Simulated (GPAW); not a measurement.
**MgO (Fm-3m): refractive index against wavelength**

The refractive index of MgO (Fm-3m) below the direct gap (4.74 eV on the mesh) is read from one computed spectrum, n = √(Re ε).

Cell: a, b, c = 2.982, 2.982, 2.982 Å (primitive vectors), 2 atoms.

Method: GPAW 26.7.0, PBE, RPA, k-mesh 14×14×14, local fields up to 60 eV, Lorentzian half width 0.15 eV.

Launch of the response step: `OMP_NUM_THREADS=1 python df.py`. The run took 23 s, its band step included, on 1 thread of Arm Neoverse V2 (shared host).

```tsv
wavelength (nm)	photon energy E (eV)	n
850	1.459	1.7585
700	1.771	1.7648
633	1.959	?
532	2.331	1.7801
450	2.755	1.7958
405	3.061	1.8098
365	3.397	1.8286
```

In the single-oscillator model n² − 1 = E₀E_d/(E₀² − E²), so 1/(n² − 1) = E₀/E_d − E²/(E₀E_d) is linear in E².

Working, on the rows shown:

| x = E² (eV²) | y = 1/(n² − 1) |
| --- | --- |
| 2.12762 | 0.477938 |
| 3.13716 | 0.472921 |
| 5.43137 | 0.461094 |
| 7.59115 | 0.449459 |
| 9.37179 | 0.439488 |
| 11.5384 | 0.426662 |

Means: x̄ = 6.5329, ȳ = 0.45459. Σ(x − x̄)(y − ȳ) = -0.3604, Σ(x − x̄)² = 66.39. Slope = -0.3604 / 66.39 = -0.005428; intercept = ȳ − slope · x̄ = 0.49006. Turned back into n, the line misses the rows shown by at most 0.0011.

Task: Fill in the last column of the withheld row.

Result: At x = 3.8364 the line gives y = 0.46923, that is 1.7695. The run gave 1.7694, so the interpolation is off by 0.0001, 0.1 % of the range in the table.

Refitted with all rows, the slope is -0.005431 and the intercept 0.49008. These give E₀ = √(intercept/−slope) = 9.50 eV and E_d = E₀/intercept = 19.4 eV; E₀ is 2.0 times the direct gap. The electronic limit at long wavelengths, without lattice vibrations, is n = √(1 + 1/intercept) = 1.744. The cell comes from an older database entry, whose edges can be off by a per cent or so. Excitons are left out; PBE gaps are as a rule too small. The values come from a sum over the points of one k-mesh and carry its error, which grows as the direct gap shrinks. This version of GPAW has incomplete matrix elements in the optical limit, which can lower ε − 1 by up to a tenth where first-row anions or d states rule. The local-field cutoff holds few shells of reciprocal vectors for this small cell, so ε∞ can read a few per cent high.

[Logs are printed without paths, hosts, clocks, repeated set-up lines and the standing remarks that a program may print on its own settings, such as how far it seeks lower states.]
